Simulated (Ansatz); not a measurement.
**Sn2TeO (built on the sites of a database entry of SnO): following an unstable mode**

Aim: this structure of Sn2TeO (built on the sites of a database entry of SnO) is to be tested for unstable modes, and one is followed downhill.

Program: Ansatz 0.2.0. Level of theory: DFT PBEsol, scalar-relativistic, plane waves, PAW. Results are calculated unless marked as measured.

The structure was built from a prototype and need not be the compound's stable phase.

## 1. Starting point

Symmetry: P-4m2, No. 115, tetragonal system. Conventional cell: a = 4.655 Å, b = 4.655 Å, c = 4.497 Å, α = 90.00°, β = 90.00°, γ = 90.00°. Sn has 2 Te at 2.77 Å and 2 O at 2.77 Å nearest. Nearest to O lie 4 Sn at 2.77 Å. Te has 4 Sn at 2.77 Å nearest. Farther neighbours and most contacts between anions are not listed.

## 2. The dispersion

The cell comes from relaxations at this level that are not shown. Stability and thermal properties need the whole zone. Linear response on a 2×2×2 q mesh gives force constants as far as a supercell of that size would.

Contents of input.yaml:

```yaml
crystal:
  lattice:
    - [4.6545958854, 0.0, 0.0]
    - [0.0, 4.6545958854, 0.0]
    - [0.0, 0.0, 4.4974265172]
  atoms:
    - { symbol: Sn, position: [0.5, 0.0, 0.3328754615] }
    - { symbol: Sn, position: [0.0, 0.5, 0.6671245385] }
    - { symbol: O, position: [0.0, 0.0, 0.0] }
    - { symbol: Te, position: [0.5, 0.5, 0.0] }
kpoints:
  mp_grid: { grid: [12, 12, 12] }
hamiltonian:
  xc: pbesol
scf:
  occupations: { method: methfessel_paxton, width: 0.2 }
output:
  eigenvalues: true
phonons:
  method: dfpt
  qmesh: [2, 2, 2]
  temperatures: { t_max: 1000, t_step: 50 }
  qpath:
    path:
      - [[0.0, 0.0, 0.0], [0.0, 0.5, 0.0], [0.5, 0.5, 0.0], [0.0, 0.0, 0.0], [0.0, 0.0, 0.5], [0.0, 0.5, 0.5], [0.5, 0.5, 0.5], [0.0, 0.0, 0.5]]
      - [[0.0, 0.5, 0.0], [0.0, 0.5, 0.5]]
      - [[0.5, 0.5, 0.0], [0.5, 0.5, 0.5]]
    npoints: 10
```

The run is started by

```console
$ ansatz run input.yaml --threads 4 --pin off --max-ram 14336MiB --backend cpu --events-out ev --progress --plain --runs-dir out
```

Numbers of over 12 decimals in the logs are rounded to 6 here.

Log:

```text
Warning: phonons: the dynamical matrix that this run interpolates holds no multipole term above the dipole-dipole one, and a site of this crystal is no centre of inversion, so its interpolated transverse optical and acoustic branches and sound speeds can stay off near Gamma, and the density of states and the thermodynamics with them. What a run solves at a wave vector of phonons.qpoints, Gamma apart, where the deck admits one, is free of this, and under fd what a larger phonons.supercell samples
Engine: ansatz 0.2.0, aarch64-unknown-linux-gnu
Pseudopotentials: kind: paw
Pseudopotential: Sn, paw, valence charge 14, recommended cutoff 420 eV (normal), Sn.paw.azcp
Pseudopotential: O, paw, valence charge 6, recommended cutoff 420 eV (normal), O.paw.azcp
Pseudopotential: Te, paw, valence charge 16, recommended cutoff 420 eV (normal), Te.paw.azcp
Functional definition: PBEsol
  exchange = pbesol_x
  correlation = pbesol_c
Crystal: 4 atoms, lattice volume = 97.438 Å³
Basis set: ecut = 420 eV, 1895 PW (Γ), exchange–correlation on 64×64×64 points (8 copies of the dense FFT grid, shifted against one another)
Bands: 30, of which v1, the nominal top of the filled ones, is band 25 counted from 1 (24 counted from 0)
Symmetry: 8 space group operations
k-points: 196 of 1728 (time reversal used)
Non-local potential: Sn, projectors of the file, l = 0: 2, l = 1: 2, l = 2: 2, l = 3: 2
Non-local potential: O, projectors of the file, l = 0: 2, l = 1: 2, l = 2: 1
Non-local potential: Te, projectors of the file, l = 0: 2, l = 1: 2, l = 2: 2, l = 3: 2
PAW form: soft (Blöchl's): semilocal exchange-correlation on the pseudo side does not see the compensation charge
PAW frozen core: Sn, regenerated for the run's functional, and the local potential with it (the file was generated under x = pbe(κ = 0.804, μ = 0.219515), c = pbe(β = 0.066725))
PAW frozen core: O, regenerated for the run's functional, and the local potential with it (the file was generated under x = pbe(κ = 0.804, μ = 0.219515), c = pbe(β = 0.066725))
PAW frozen core: Te, regenerated for the run's functional, and the local potential with it (the file was generated under x = pbe(κ = 0.804, μ = 0.219515), c = pbe(β = 0.066725))
PAW one-centre angular grid: Sn, 590 points (default); XC on 64 Gauss nodes
PAW one-centre angular grid: O, 110 points (default); XC on 64 Gauss nodes
PAW one-centre angular grid: Te, 590 points (default); XC on 64 Gauss nodes
Initial density: superposition of atomic densities (neutral atoms: chi_scale 0, normalization atom), corrected by the library's trained network
Initial wavefunctions: pseudopotential atomic-orbital guess
Functional: x = pbesol(κ = 0.804, μ = 0.123457), c = pbesol(β = 0.046)
SCF iter   1: F=—  HF=-19359.391610 eV  |F-HF|=—  |Δ(HF+E_count)|=         —  Δρ=1.04e-2  dr2=1.10e-1  ethr=1.77e-3  ⟨swp⟩=6.6  Hψ=26283  notcnv=0
preconditioner: auto → Kerker (q_TF=auto, 2.441 Å⁻¹)  [metal: Δε(μ)=0.094 eV  Ē_g=16.268 eV  σ=0.200 eV  W_gap=0.39  n_scr=26 (ndim 8)  ℏωp=23.8 eV  f_vac=0.000  D(μ)=0.61/eV (n_scr^D=0)]
SCF iter   2: F=—  HF=-19359.375974 eV  |F-HF|=—  |Δ(HF+E_count)|=   1.56e-2  S|Δr|=    0.00e0  Δρ=4.85e-3  dr2=2.61e-2  ethr=2.19e-4  ⟨swp⟩=1.0  Hψ=7448  notcnv=0
SCF iter   3: F=—  HF=-19359.372244 eV  |F-HF|=—  |Δ(HF+E_count)|=   3.73e-3  S|Δr|=    0.00e0  Δρ=6.53e-4  dr2=6.37e-4  ethr=5.23e-5  ⟨swp⟩=2.1  Hψ=7042  notcnv=0
SCF iter   4: F=—  HF=-19359.372135 eV  |F-HF|=—  |Δ(HF+E_count)|=   1.09e-4  S|Δr|=    0.00e0  Δρ=3.44e-4  dr2=1.37e-4  ethr=1.27e-6  ⟨swp⟩=2.0  Hψ=10587  notcnv=0
SCF iter   5: F=—  HF=-19359.372067 eV  |F-HF|=—  |Δ(HF+E_count)|=   6.74e-5  S|Δr|=    0.00e0  Δρ=1.10e-4  dr2=2.84e-5  ethr=2.74e-7  ⟨swp⟩=2.1  Hψ=9557  notcnv=0
SCF iter   6: F=—  HF=-19359.372061 eV  |F-HF|=—  |Δ(HF+E_count)|=   6.44e-6  S|Δr|=    0.00e0  Δρ=4.88e-5  dr2=4.49e-6  ethr=5.68e-8  ⟨swp⟩=3.0  Hψ=10827  notcnv=0
SCF iter   7: F=—  HF=-19359.372061 eV  |F-HF|=—  |Δ(HF+E_count)|=   5.97e-8  S|Δr|=    0.00e0  Δρ=9.14e-6  dr2=1.63e-7  ethr=8.97e-9  ⟨swp⟩=2.2  Hψ=10356  notcnv=0
SCF iter   8: F=—  HF=-19359.372061 eV  |F-HF|=—  |Δ(HF+E_count)|=   4.15e-8  S|Δr|=    0.00e0  Δρ=5.19e-6  dr2=3.47e-8  ethr=3.26e-10  ⟨swp⟩=2.0  Hψ=10658  notcnv=0
SCF iter   9: F=—  HF=-19359.372061 eV  |F-HF|=—  |Δ(HF+E_count)|=   1.09e-8  S|Δr|=    0.00e0  Δρ=1.56e-6  dr2=3.68e-9  ethr=6.95e-11  ⟨swp⟩=2.0  Hψ=9683  notcnv=0
SCF iter  10: F=—  HF=-19359.372061 eV  |F-HF|=—  |Δ(HF+E_count)|=  9.09e-11  S|Δr|=    0.00e0  Δρ=3.97e-7  dr2=3.57e-10  ethr=7.37e-12  ⟨swp⟩=2.6  Hψ=9098  notcnv=0
SCF iter  11: F=—  HF=-19359.372061 eV  |F-HF|=—  |Δ(HF+E_count)|=  1.09e-11  S|Δr|=    0.00e0  Δρ=1.06e-7  dr2=1.63e-11  ethr=1.00e-12  ⟨swp⟩=2.0  Hψ=6890  notcnv=0
SCF iter  12: F=-19359.372061 eV  HF=-19359.372061 eV  |F-HF|=3.64e-12  |Δ(HF+E_count)|=  3.64e-12  S|Δr|=    0.00e0  Δρ=4.52e-8  dr2=2.76e-12  ethr=1.00e-12  ⟨swp⟩=9.7  Hψ=30595  notcnv=0
SCF 1 converged in 12 iterations: F = -19359.372061 eV  dr2 = 2.76e-12
  greatest PAW one-centre occupation: 0.998 electrons in one spin orbital (limit 2), on the Te atom at site 3 (counted from 0), in its partial waves of l = 2
Initial density: read from a saved state, or passed on in memory by an earlier SCF of this step, an earlier step, the calling program or the single point that the run made first
iter 1 solved again at ethr=3.18e-7 eV; its pass at ethr=3.10e-3 eV (dr2=1.59e-4 eV) is discarded
SCF iter   1: F=—  HF=-19359.372060 eV  |F-HF|=—  |Δ(HF+E_count)|=         —  Δρ=1.15e-6  dr2=1.98e-9  ethr=3.18e-7  ⟨swp⟩=3.1  Hψ=43374  notcnv=0
eigensolver tolerance schedule: the retry pair's looser diagonalisation over-reported the residual by 80358.98 of it (diagonalisation noise at an unbounded share of the residual, at the tolerance the schedule requests for it); recorded, not acted on — ethr = c·dr2/N_el stays at c = 1.0e-1
preconditioner: auto → Kerker (q_TF=auto, 2.441 Å⁻¹)  [metal: Δε(μ)=0.058 eV  Ē_g=16.306 eV  σ=0.200 eV  W_gap=0.24  n_scr=26 (ndim 8)  ℏωp=23.8 eV  f_vac=0.000  D(μ)=0.54/eV (n_scr^D=0)]
SCF iter   2: F=—  HF=-19359.372061 eV  |F-HF|=—  |Δ(HF+E_count)|=   1.25e-6  S|Δr|=    0.00e0  Δρ=4.09e-7  dr2=1.96e-10  ethr=3.96e-12  ⟨swp⟩=4.1  Hψ=17148  notcnv=0
SCF iter   3: F=—  HF=-19359.372061 eV  |F-HF|=—  |Δ(HF+E_count)|=  2.55e-11  S|Δr|=    0.00e0  Δρ=2.94e-7  dr2=1.08e-10  ethr=1.00e-12  ⟨swp⟩=1.0  Hψ=5880  notcnv=0
SCF iter   4: F=—  HF=-19359.372061 eV  |F-HF|=—  |Δ(HF+E_count)|=  1.09e-11  S|Δr|=    0.00e0  Δρ=1.69e-7  dr2=4.14e-11  ethr=1.00e-12  ⟨swp⟩=1.0  Hψ=5880  notcnv=0
SCF iter   5: F=—  HF=-19359.372061 eV  |F-HF|=—  |Δ(HF+E_count)|=  1.46e-11  S|Δr|=    0.00e0  Δρ=1.16e-7  dr2=1.96e-11  ethr=1.00e-12  ⟨swp⟩=1.0  Hψ=5880  notcnv=0
SCF iter   6: F=-19359.372061 eV  HF=-19359.372061 eV  |F-HF|=1.09e-11  |Δ(HF+E_count)|=  1.09e-11  S|Δr|=    0.00e0  Δρ=6.88e-8  dr2=7.04e-12  ethr=1.00e-12  ⟨swp⟩=3.2  Hψ=10865  notcnv=0
SCF 2 converged in 6 iterations: F = -19359.372061 eV  dr2 = 7.04e-12
phonons: the bands overlap, so this run is a metal and interpolates without the dipole-dipole term. If the crystal is really an insulator or semiconductor, its LO-TO splitting is missing
NSCF: frozen V_eff on 196 k-points
NSCF: frozen V_eff on 343 k-points
DFPT response loops at q = (0, 0, 0) (fractional): preconditioner auto → Kerker (q_TF=auto, 2.441 Å⁻¹) (partly filled bands, converged f_vac=0.000); β = 1.00, the filter's whole step (`scf.mixing.beta` (0.50) is not read by the response loops under this deck's `scf.mixing.preconditioner`; to damp them name `kerker` or `kerker_dos`, under which they read `scf.mixing.beta`, and type it under 1.00, their step now; both keys bind the ground state too); Broyden in place of MSR1
NSCF: frozen V_eff on 686 k-points
DFPT response loops at q = (0, 0, -0.5) (fractional): mixed as the last ones told, above
NSCF: frozen V_eff on 686 k-points
DFPT response loops at q = (0, -0.5, 0) (fractional): mixed as the last ones told, above
NSCF: frozen V_eff on 686 k-points
DFPT response loops at q = (0, -0.5, -0.5) (fractional): mixed as the last ones told, above
NSCF: frozen V_eff on 686 k-points
DFPT response loops at q = (-0.5, -0.5, 0) (fractional): mixed as the last ones told, above
NSCF: frozen V_eff on 686 k-points
DFPT response loops at q = (-0.5, -0.5, -0.5) (fractional): mixed as the last ones told, above
SCF converged after 12 iterations
Stability not checked: this state was not tested for a lower state beside it, because cold or Methfessel-Paxton smearing, or corrected tetrahedra, fill the levels in a way that the test cannot read (fill_not_monotonic; see scf.lower_state_search)
Free energy (F): -19359.372061 eV
Harris-Foulkes:  -19359.372061 eV  (|F-HF|=3.64e-12)
Internal energy: -19359.376616 eV  (E = F + TS)
E sigma→0 (E₀):  -19359.373200 eV
Entropy (-TS):   0.004556 eV (1.139 meV/atom)
Fermi energy:    8.970285 eV
--- Per-component energies (eV) ---
  E_band       = -456.270793
  E_kinetic    = 723.707482
  E_local      = -3376.864077  (includes V_loc(G=0)·N_el)
  E_nonlocal   = -320.781280
  E_hartree    = 2012.924972
  E_xc         = -954.785947
  E_vxc        = -391.022815  (∫ρ·V_xc dr)
  E_paw        = -12861.945991  (= ΣΔE_a)
  E_vpaw       = -1117.162081  (= ΣTr[D̂ρ^β])
  E_aug_tail   = 0.002076  (compensation charges beyond the density's cutoff)
  E_ewald      = -4582.613634
  E_core_change = 0.979783  (= ΣΔE_core)
  E_smearing   = 0.004556  (= −TS)
  E_closure    = 0.000000  (closes the sum)
  Σ components = -19359.372061   (vs F -19359.372061, Δ=0.00e0)
--- Band table (eV; the first three rows and the last of 196) ---
  k-point 0: bands = [... 21 lower, 7.3994, 7.9155, 7.9461, 7.9461, 10.4133, 12.0360, 12.0360, 12.6785, ... 1 higher]
  k-point 1: bands = [... 21 lower, 7.4970, 7.8641, 7.9458, 7.9458, 10.3804, 11.6765, 11.6765, 12.4861, ... 1 higher]
  k-point 2: bands = [... 21 lower, 7.7328, 7.7752, 7.9404, 7.9404, 10.1913, 11.0190, 11.0190, 12.1563, ... 1 higher]
  k-point 195: bands = [... 21 lower, 5.3740, 5.7812, 8.7453, 8.7453, 10.6810, 12.0878, 14.7003, 15.0211, ... 1 higher]
--- Phonons (Γ-DFPT): 7 representative perturbations + reference (Σ response iterations 21) ---
  ASR residual: 1.254e-5 → 0.000e0 eV/Å²; symmetrization residual: 1.093e-5 eV/Å²
  ASR residual per site (eV/Å²): 1.25e-5 1.25e-5 8.97e-6 5.03e-6
  Γ frequencies (cm⁻¹): -174.34 -174.34 -62.41 0.00 0.00 0.00 66.10 66.10 110.13 170.98 190.64 190.64
--- Phonons (arbitrary-q DFPT): 6 irreducible q on the 2×2×2 mesh ---
  q = [0.0000, 0.0000, 0.0000] (star 1, of the zone-centre solve; hermiticity 2.37e-6, symmetrization 4.89e-12): -174.34 -174.34 -62.41 -0.00 -0.00 0.00 66.10 66.10 110.13 170.98 190.64 190.64
  q = [0.0000, 0.0000, -0.5000] (star 1, 7 solved perturbations in 2107 linear systems a pass and spin channel, the states on 343 of 1728 k-point pairs; hermiticity 8.08e-6, symmetrization 2.99e-7): -166.56 -166.56 35.94 35.94 48.31 78.76 87.64 87.64 119.64 176.51 193.61 193.61
  q = [0.0000, -0.5000, 0.0000] (star 2, 12 solved perturbations on 343 of 1728 k-point pairs; hermiticity 1.08e-6, symmetrization 3.09e-8): -145.94 -141.28 -42.28 -20.87 22.64 59.53 77.64 105.08 165.64 168.94 195.25 208.18
  q = [0.0000, -0.5000, -0.5000] (star 2, 12 solved perturbations on 343 of 1728 k-point pairs; hermiticity 7.96e-7, symmetrization 4.35e-8): -160.09 -140.52 -80.82 -23.31 39.36 45.21 57.54 118.52 166.92 179.90 190.95 194.64
  q = [-0.5000, -0.5000, 0.0000] (star 1, 7 solved perturbations in 2107 linear systems a pass and spin channel, the states on 343 of 1728 k-point pairs; hermiticity 2.19e-6, symmetrization 5.97e-8): -201.97 -164.68 -164.68 -53.15 10.81 65.44 86.64 86.64 165.47 165.47 165.66 190.41
  q = [-0.5000, -0.5000, -0.5000] (star 1, 7 solved perturbations in 2107 linear systems a pass and spin channel, the states on 343 of 1728 k-point pairs; hermiticity 1.44e-6, symmetrization 3.51e-8): -219.18 -181.38 -181.38 -57.63 -47.11 28.52 94.63 94.63 161.15 162.86 162.86 197.75
  sum rule: each row above includes the acoustic sum rule's correction from the zone centre's row sums; it moved no ω² by more than (0.39 cm⁻¹)²
  mesh force constants: q→R imaginary residual 1.23e-17; ASR residual 1.254e-5 → 0.000e0 eV/Å²; symmetrization residual 5.329e-15 eV/Å²
  interpolated dispersion: 93 rows × 12 modes
  density of states and harmonic sums: on the 14×14×14 q-mesh, interpolated from the force constants of a 2×2×2 supercell (no non-analytic term)
  largest difference from the sums on the solved wave vectors: F 5.53e-2 eV, S 6.49e-5 and C_V 9.73e-6 eV/K
  zero-point energy: 0.059527 eV/cell   skipped modes (ω ≤ 0): 1146, of them read as no rigid motion or as one in doubt: 1143 (4.012e0 modes/cell left out, lowest -219.18 cm⁻¹)   left out of the sums: 3.34e-1 of the cell's modes: C_V's classical limit lies that fraction below 3 k_B per atom; for a crystal, a wire or a layer, F and S can be off by more, and a phonons.interpolated_qmesh denser along its periods is the remedy for the sampling
```

It took 21 min on 4 threads of Arm Neoverse V1, shared host; peak memory 2.7 GiB.

Numbers from this step:

| Property | Result |
| --- | --- |
| volume per atom | 24.36 Å³ |
| gap on the k-mesh | 0 eV |
| sum-rule residual before enforcement | 1.25e-5 eV/Å² |
| lowest frequency on the path | -219.2 cm⁻¹ |
| point group | -42m |
| highest frequency on the path or at a solved wavevector | 208.2 cm⁻¹ |
| highest optical mode at the zone centre (no LO-TO term) | 190.6 cm⁻¹ |
| lowest optical zone-centre mode | -174.3 cm⁻¹ |
| lowest mode on the q mesh (acoustic modes at Γ apart) | -219.2 cm⁻¹ |

Frequencies (cm⁻¹) solved at each irreducible wavevector; negative means imaginary. Frequencies by wavevector, by row:

| q in reciprocal lattice units | star | mode 1 | mode 2 | mode 3 | mode 4 | mode 10 | mode 11 | mode 12 |
| --- | --- | --- | --- | --- | --- | --- | --- | --- |
| 0 0 0 | 1 | -174.3 | -174.3 | -62.4 | 0 | 171 | 190.6 | 190.6 |
| 0 0 -0.5 | 1 | -166.6 | -166.6 | 35.9 | 35.9 | 176.5 | 193.6 | 193.6 |
| 0 -0.5 0 | 2 | -145.9 | -141.3 | -42.3 | -20.9 | 168.9 | 195.2 | 208.2 |
| 0 -0.5 -0.5 | 2 | -160.1 | -140.5 | -80.8 | -23.3 | 179.9 | 190.9 | 194.6 |
| -0.5 -0.5 0 | 1 | -202 | -164.7 | -164.7 | -53.1 | 165.5 | 165.7 | 190.4 |
| -0.5 -0.5 -0.5 | 1 | -219.2 | -181.4 | -181.4 | -57.6 | 162.9 | 162.9 | 197.8 |

Interpolated from a 2×2×2 q mesh, rough between the solved points. Phonon branches along the path, in cm⁻¹:

| point | branch 1 | branch 2 | branch 3 | branch 4 | branch 9 | branch 10 | branch 11 | branch 12 |
| --- | --- | --- | --- | --- | --- | --- | --- | --- |
| Γ | -174 | -174 | -62 | 0 | 110 | 171 | 191 | 191 |
| halfway | -158 | -146 | -91 | 19 | 139 | 168 | 193 | 199 |
| X | -146 | -141 | -42 | -21 | 166 | 169 | 195 | 208 |
| halfway | -181 | -140 | -120 | -61 | 144 | 166 | 191 | 197 |
| M | -202 | -165 | -165 | -53 | 166 | 166 | 166 | 190 |
| halfway | -168 | -132 | -122 | -46 | 133 | 166 | 193 | 197 |
| Γ | -174 | -174 | -62 | 0 | 110 | 171 | 191 | 191 |
| halfway | -170 | -170 | 25 | 25 | 119 | 172 | 192 | 192 |
| Z | -167 | -167 | 36 | 36 | 120 | 176 | 194 | 194 |
| halfway | -153 | -149 | -78 | 24 | 149 | 174 | 193 | 194 |
| R | -160 | -140 | -81 | -23 | 167 | 180 | 191 | 195 |
| halfway | -195 | -149 | -142 | -62 | 153 | 165 | 182 | 197 |
| A | -219 | -181 | -181 | -58 | 161 | 163 | 163 | 198 |
| halfway | -174 | -140 | -125 | -50 | 143 | 168 | 188 | 197 |
| Z | -167 | -167 | 36 | 36 | 120 | 176 | 194 | 194 |
| jump to X | -146 | -141 | -42 | -21 | 166 | 169 | 195 | 208 |
| halfway | -153 | -141 | -63 | -22 | 166 | 174 | 195 | 200 |
| R | -160 | -140 | -81 | -23 | 167 | 180 | 191 | 195 |
| jump to M | -202 | -165 | -165 | -53 | 166 | 166 | 166 | 190 |
| halfway | -210 | -173 | -173 | -55 | 163 | 164 | 164 | 194 |
| A | -219 | -181 | -181 | -58 | 161 | 163 | 163 | 198 |

Symmetry leaves 6 wavevectors to solve. The lowest mode among them, the acoustic zeros apart, lies at q = (-0.5, -0.5, -0.5) and is imaginary, 219.2i cm⁻¹, so the energy falls along it.

## 3. The mode frozen in, largest atomic shift 0 Å

The mode followed lies at q = (-0.5, -0.5, 0) with frequency 202.0i cm⁻¹, one of the unstable modes though not the softest. At small amplitude the distorted cell has space group no. 113 by a symmetry search on the positions. The undistorted cell that holds it gives the zero of energy on the same k mesh.

System of this step: Sn2TeO (built on the sites of a database entry of SnO). The structure is tetragonal, space group P-4m2 (No. 115). Conventional cell: a = 4.655 Å, b = 4.655 Å, c = 4.497 Å, α = 90.00°, β = 90.00°, γ = 90.00°. Nearest to Sn lie 2 O at 2.77 Å and 2 Te at 2.77 Å. O has 4 Sn at 2.77 Å nearest. Nearest to Te lie 4 Sn at 2.77 Å. Farther neighbours and most contacts between anions are not listed.

Contents of input.yaml:

```yaml
crystal:
  lattice:
    - [0.0, 0.0, -4.4974265172]
    - [-4.6545958854, -4.6545958854, 0.0]
    - [-4.6545958854, 4.6545958854, 0.0]
  atoms:
    - { symbol: Sn, position: [0.6671245385, 0.25, 0.25] }
    - { symbol: Sn, position: [0.6671245385, 0.75, 0.75] }
    - { symbol: Sn, position: [0.3328754615, 0.25, 0.75] }
    - { symbol: Sn, position: [0.3328754615, 0.75, 0.25] }
    - { symbol: O, position: [0.0, 0.5, 0.5] }
    - { symbol: O, position: [0.0, 1.0, 1.0] }
    - { symbol: Te, position: [0.0, 0.0, 0.5] }
    - { symbol: Te, position: [0.0, 0.5, 0.0] }
kpoints:
  mp_grid: { grid: [8, 6, 6] }
hamiltonian:
  xc: pbesol
scf:
  occupations: { method: methfessel_paxton, width: 0.2 }
output:
  forces: true
  stress: true
  eigenvalues: true
```

Log:

```text
[...]
Crystal: 8 atoms, lattice volume = 194.876 Å³
Basis set: ecut = 420 eV, 3819 PW (Γ), exchange–correlation on 64×90×90 points (8 copies of the dense FFT grid, shifted against one another)
Bands: 60, of which v1, the nominal top of the filled ones, is band 50 counted from 1 (49 counted from 0)
Symmetry: 16 space group operations
[...]
k-points: 50 of 288 (time reversal used)
[...]
k-point 0: bands = [... 46 lower, 7.9175, 7.9482, 7.9482, 9.1443, 9.1443, 9.2814, 10.4119, 11.4551, ... 6 higher]
  k-point 1: bands = [... 46 lower, 7.7458, 8.1035, 8.1282, 8.7663, 9.1141, 9.9880, 10.7472, 11.5150, ... 6 higher]
  k-point 2: bands = [... 46 lower, 7.7997, 7.8341, 8.4607, 9.0253, 9.3525, 10.8053, 10.8215, 11.2028, ... 6 higher]
  k-point 49: bands = [... 46 lower, 7.9717, 7.9717, 8.2484, 8.2484, 10.6397, 10.6397, 11.1025, 11.1025, ... 6 higher]
[key lines of the parts left out:]
SCF converged after 8 iterations
Free energy (F): -38718.744923 eV
Fermi energy:    8.982029 eV
P = ⅓ Tr σ = -0.0153 GPa (-0.153 kbar)
```

Run time: 16 s. Hardware: 4 threads; peak memory 0.71 GiB; 62 s of CPU time.

This step gave:

```
pressure                         : -0.01528 GPa
energy from the undistorted cell : 0 meV/atom
```

The run ends at a pressure of -0.02 GPa, with forces up to 0.0089 eV/Å.

(Part 1 of 3 ends here.)

[Logs are printed without paths, hosts, clocks, repeated set-up lines and the standing remarks that a program may print on its own settings, such as how far it seeks lower states.]

[Hosts, paths, dates, database ids (printed as entryN), source tags and the programs' standing remarks are cut or masked in the printed files.]
